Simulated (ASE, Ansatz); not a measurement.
# Electronic structure of random rutile alloy of IrO2 and SiO2 (96 atoms), part 2 of 2

Wanted: forces, charges and levels of random rutile alloy of IrO2 and SiO2 (96 atoms).

Ansatz 0.2.0; Kohn-Sham DFT, PBE, PAW (set soft_2), plane waves.

The cell: 20 Si, 64 O and 12 Ir. The host structure and its lattice constant were typed by rule, without a check against the phase diagram. The main run has no spin polarisation. No spin–orbit coupling is included.

So far. Step 2 (Plane-wave single point): Mean Löwdin charges: Ir +1.48, O -0.68, Si +1.55 e (they miss 0.81 % of the electrons, so they add up to more than the cell's charge). Within 0.4 eV of the Fermi level the largest share is Ir d (55 % of the projected weight).

## 3. Local order

Bonds and neighbours are counted at the geometry of the runs.

Density 7.67 g/cm³, 8.772 Å³ an atom.

g(r), total and by pair (bins of 0.2 Å):

| r (Å) | total | O-O | O-Si | O-Ir | Si-Si | Si-Ir | Ir-Ir |
| --- | --- | --- | --- | --- | --- | --- | --- |
| 1.50 | 0.06 | 0.00 | 0.21 | 0.00 | 0.00 | 0.00 | 0.00 |
| 1.70 | 1.25 | 0.00 | 2.86 | 2.75 | 0.00 | 0.00 | 0.00 |
| 1.90 | 2.44 | 0.00 | 5.41 | 5.62 | 0.00 | 0.00 | 0.00 |
| 2.10 | 0.36 | 0.07 | 0.75 | 0.72 | 0.00 | 0.00 | 0.00 |
| 2.30 | 0.30 | 0.68 | 0.00 | 0.00 | 0.00 | 0.00 | 0.00 |
| 2.50 | 1.22 | 2.75 | 0.00 | 0.00 | 0.00 | 0.00 | 0.00 |
| 2.70 | 1.74 | 3.73 | 0.00 | 0.00 | 0.23 | 1.12 | 0.60 |
| 2.90 | 0.68 | 1.10 | 0.00 | 0.00 | 2.06 | 1.33 | 1.67 |
| 3.10 | 0.73 | 0.84 | 0.66 | 0.57 | 0.86 | 0.42 | 1.44 |
| 3.30 | 1.58 | 0.23 | 2.08 | 2.27 | 5.15 | 4.04 | 5.91 |
| 3.50 | 0.77 | 0.20 | 1.04 | 0.98 | 2.10 | 2.31 | 1.56 |
| 3.70 | 0.78 | 0.73 | 1.07 | 0.95 | 0.00 | 0.11 | 0.00 |
| 3.90 | 0.83 | 0.22 | 1.62 | 1.65 | 0.00 | 0.00 | 0.00 |
| 4.10 | 0.66 | 0.66 | 0.71 | 0.70 | 0.78 | 0.32 | 0.27 |
| 4.30 | 1.79 | 1.52 | 2.18 | 2.19 | 0.72 | 1.81 | 1.51 |
| 4.50 | 1.11 | 1.25 | 1.13 | 1.16 | 0.67 | 0.28 | 0.24 |
| 4.70 | 0.96 | 2.12 | 0.04 | 0.06 | 0.00 | 0.00 | 0.00 |
| 4.90 | 0.60 | 1.05 | 0.30 | 0.18 | 0.07 | 0.34 | 0.20 |
| 5.10 | 1.29 | 1.01 | 1.15 | 1.25 | 2.87 | 3.03 | 1.96 |
| 5.30 | 1.25 | 1.02 | 1.05 | 0.96 | 2.94 | 3.15 | 3.35 |
| 5.50 | 1.06 | 0.91 | 1.43 | 1.48 | 0.17 | 0.14 | 0.00 |
| 5.70 | 0.58 | 0.27 | 0.87 | 0.92 | 0.31 | 0.77 | 0.29 |
| 5.90 | 0.43 | 0.35 | 0.53 | 0.56 | 0.29 | 0.36 | 0.26 |
| 6.10 | 0.91 | 1.46 | 0.39 | 0.40 | 0.81 | 0.68 | 0.75 |
| 6.30 | 0.91 | 0.58 | 1.49 | 1.37 | 0.09 | 0.21 | 0.00 |
| 6.50 | 1.46 | 1.17 | 2.02 | 2.07 | 0.35 | 0.23 | 0.00 |
| 6.70 | 1.61 | 2.04 | 1.18 | 1.22 | 1.38 | 1.61 | 1.86 |
| 6.90 | 1.10 | 1.06 | 0.77 | 0.82 | 2.71 | 2.44 | 2.44 |

Bonds by pair of elements; cutoffs follow the first minimum of g(r), held within bounds set by covalent radii, and pairs that aren't listed don't count as bonded:

| pair A-B | cutoff (Å) | bonds | mean length (Å) | spread (Å) | shortest (Å) | B about A | A about B |
| --- | --- | --- | --- | --- | --- | --- | --- |
| O-Si | 2.16 | 119 | 1.85 | 0.101 | 1.56 | 1.86 | 5.95 |
| O-Ir | 2.48 | 72 | 1.87 | 0.104 | 1.61 | 1.12 | 6 |

How many atoms have how many bonded neighbours:

| element | mean | 2 | 3 | 5 | 6 |
| --- | --- | --- | --- | --- | --- |
| Ir | 6 | 0 | 0 | 0 | 12 |
| O | 2.98 | 1 | 63 | 0 | 0 |
| Si | 5.95 | 0 | 0 | 1 | 19 |

Bond angles, per cent of each kind in bins of 5°:

| angle (°) | O-Si-O | O-Ir-O | Ir-O-Si | Si-O-Si | Ir-O-Ir |
| --- | --- | --- | --- | --- | --- |
| 70–75 | 2.7 | 1.1 | 0.0 | 0.0 | 0.0 |
| 75–80 | 5.1 | 6.1 | 0.0 | 0.0 | 0.0 |
| 80–85 | 12.9 | 10.6 | 0.0 | 0.0 | 0.0 |
| 85–90 | 18.3 | 23.3 | 0.0 | 0.0 | 0.0 |
| 90–95 | 19.7 | 19.4 | 2.4 | 0.0 | 0.0 |
| 95–100 | 12.2 | 13.3 | 14.5 | 11.7 | 20.0 |
| 100–105 | 7.5 | 3.3 | 12.0 | 19.5 | 10.0 |
| 105–110 | 1.7 | 2.8 | 4.8 | 1.3 | 3.3 |
| 110–115 | 0.0 | 0.0 | 0.0 | 1.3 | 0.0 |
| 115–120 | 0.0 | 0.0 | 0.0 | 1.3 | 0.0 |
| 120–125 | 0.0 | 0.0 | 14.5 | 9.1 | 13.3 |
| 125–130 | 0.0 | 0.0 | 20.5 | 28.6 | 20.0 |
| 130–135 | 0.0 | 0.0 | 20.5 | 18.2 | 23.3 |
| 135–140 | 0.0 | 0.0 | 8.4 | 9.1 | 10.0 |
| 140–145 | 0.0 | 0.0 | 2.4 | 0.0 | 0.0 |
| 145–150 | 0.0 | 0.0 | 0.0 | 0.0 | 0.0 |
| 150–155 | 0.0 | 0.0 | 0.0 | 0.0 | 0.0 |
| 155–160 | 0.0 | 0.0 | 0.0 | 0.0 | 0.0 |
| 160–165 | 0.0 | 0.0 | 0.0 | 0.0 | 0.0 |
| 165–170 | 4.4 | 1.1 | 0.0 | 0.0 | 0.0 |
| 170–175 | 8.5 | 13.3 | 0.0 | 0.0 | 0.0 |
| 175–180 | 7.1 | 5.6 | 0.0 | 0.0 | 0.0 |

Bond angles (no mean is given where the spread exceeds 20°):

| angle | count | mean (°) | spread (°) |
| --- | --- | --- | --- |
| O-Si-O | 295 | - | - |
| O-Ir-O | 180 | - | - |
| Ir-O-Si | 83 | 120 | 14.6 |
| Si-O-Si | 77 | 120 | 13.6 |
| Ir-O-Ir | 30 | 120 | 14.7 |

Oxygen atoms by the number of network formers (Si, P, Ge, B, Al, As, Ga) bound to them:

| network formers bound to O | O atoms | per cent |
| --- | --- | --- |
| 0 | 4 | 6.2 |
| 1 | 19 | 29.7 |
| 2 | 23 | 35.9 |
| 3 | 18 | 28.1 |

Network units: each former by its oxygen neighbours and how many of them bridge to another former:

| former | O neighbours | bridging O | atoms |
| --- | --- | --- | --- |
| Si | 5 | 4 | 1 |
| Si | 6 | 4 | 7 |
| Si | 6 | 5 | 4 |
| Si | 6 | 6 | 8 |

Bond length by coordination (bonds to H left out):

| element | coordination | atoms | mean bond length (Å) |
| --- | --- | --- | --- |
| O | 2 | 1 | 1.78 |
| O | 3 | 63 | 1.86 |
| Si | 5 | 1 | 1.82 |
| Si | 6 | 19 | 1.85 |

Rings of the network by King's shortest-path rule, up to 12 atoms, one path for each pair of neighbours; H, halogens, alkali and alkaline-earth atoms are left out, and the last column divides by all other atoms, bonded or not:

| ring size (atoms) | rings | per network atom |
| --- | --- | --- |
| 4 | 32 | 0.333 |
| 6 | 124 | 1.29 |
| 8 | 94 | 0.979 |
| 10 | 2 | 0.021 |

For some of the pairs, g(r) has its first main peak near 2.63 Å (O-O), 1.83 Å (O-Si) and 1.86 Å (O-Ir). By these cutoffs all Ir atoms have 6, 98 % of O atoms have 3 and 95 % of Si atoms have 6 bonded neighbours. Counting bonds to Si alone, not to Ir, 36 % of the oxygens join two of these atoms and 30 % one; 28 % join three; 6 % join none. The commonest Si unit has 6 oxygens, 6 of them shared with other formers (8 of 20 atoms). Rings of 6 atoms are the most common (49 % of those counted); sizes run from 4 to 10.

The surroundings of O12, which bears the longest force, nearest first, numbered as they follow in the input and with coordinates relative to it.

| atom | x | y | z | distance (Å) | bonds | Löwdin charge (e) | Fx | Fy | Fz (eV/Å) |
| --- | --- | --- | --- | --- | --- | --- | --- | --- | --- |
| O12 | 0.00 | 0.00 | 0.00 | 0.00 | 3 | -0.53 | -6.68 | 6.28 | -15.20 |
| Ir61 | 0.77 | -0.58 | 1.29 | 1.61 | 6 | 1.69 | 4.79 | -13.96 | 9.79 |
| Ir8 | -1.32 | 1.33 | -0.18 | 1.88 | 6 | 1.40 | -1.81 | 0.81 | 16.37 |
| Si55 | 0.85 | -0.80 | -1.55 | 1.94 | 6 | 1.52 | -0.22 | -0.94 | 0.11 |
| O83 | 1.64 | -1.46 | -0.08 | 2.20 | 3 | -0.71 | 2.63 | -2.52 | -4.77 |
| O40 | -0.49 | -1.97 | 1.20 | 2.36 | 3 | -0.71 | -2.08 | -2.96 | -0.12 |
| O63 | 2.02 | 0.53 | 1.30 | 2.46 | 3 | -0.61 | 6.81 | 7.38 | 2.30 |
| O34 | -0.48 | -2.07 | -1.47 | 2.59 | 3 | -0.72 | -0.85 | -0.97 | -0.53 |
| O9 | -2.21 | 0.55 | -1.42 | 2.68 | 3 | -0.55 | -1.09 | -1.00 | -8.68 |
| O18 | -0.06 | 0.07 | 2.70 | 2.70 | 3 | -0.55 | 1.82 | -2.13 | 6.80 |
| O10 | -0.63 | 2.13 | -1.55 | 2.70 | 3 | -0.62 | 3.47 | 3.39 | -6.93 |
| O57 | 2.23 | 0.47 | -1.53 | 2.74 | 3 | -0.67 | -4.81 | -4.08 | 2.27 |
| O15 | -2.30 | 0.44 | 1.48 | 2.77 | 3 | -0.67 | 2.56 | 2.45 | -3.48 |
| O16 | -0.53 | 2.37 | 1.49 | 2.85 | 3 | -0.75 | 2.43 | 0.41 | -3.44 |
| O6 | -0.01 | 0.09 | -2.87 | 2.87 | 3 | -0.71 | -1.08 | 0.57 | -0.99 |

The column of bonds counts only the pairs O-Si within 2.16 Å, O-Ir within 2.48 Å; other neighbours, such as metal atoms beside each other in a compound, aren't counted, and periodic images can show an atom twice.

## 4. Results

```yaml
free_energy_per_atom: -2002.4503 eV/atom
density: 7.675 g/cm³
pressure: 33.43 GPa
r_m_s_force_component: 3.627 eV/Å
wall_time_of_the_1_dft_run: 39 s
```

What this shows: 10 levels are partly filled, by over 2 % (on the run's k-points): at this level the cell shows no clear gap. By these cutoffs all Ir atoms have 6, 98 % of O atoms have 3 and 95 % of Si atoms have 6 bonded neighbours.

What to keep in mind: The geometry was built by rule, was displaced at random and isn't relaxed at this level: its force components are 3.6 eV/Å r.m.s. The stress is far from hydrostatic: its diagonal is 28.2, 28.6, 43.5 GPa, compression counted positive. The pressure of 33 GPa belongs to a cell and atoms that aren't relaxed at this level.

[Logs are printed without paths, hosts, clocks, repeated set-up lines and the standing remarks that a program may print on its own settings, such as how far it seeks lower states.]

[Hosts, paths, dates, database ids (printed as entryN), source tags and the programs' standing remarks are cut or masked in the printed files.]
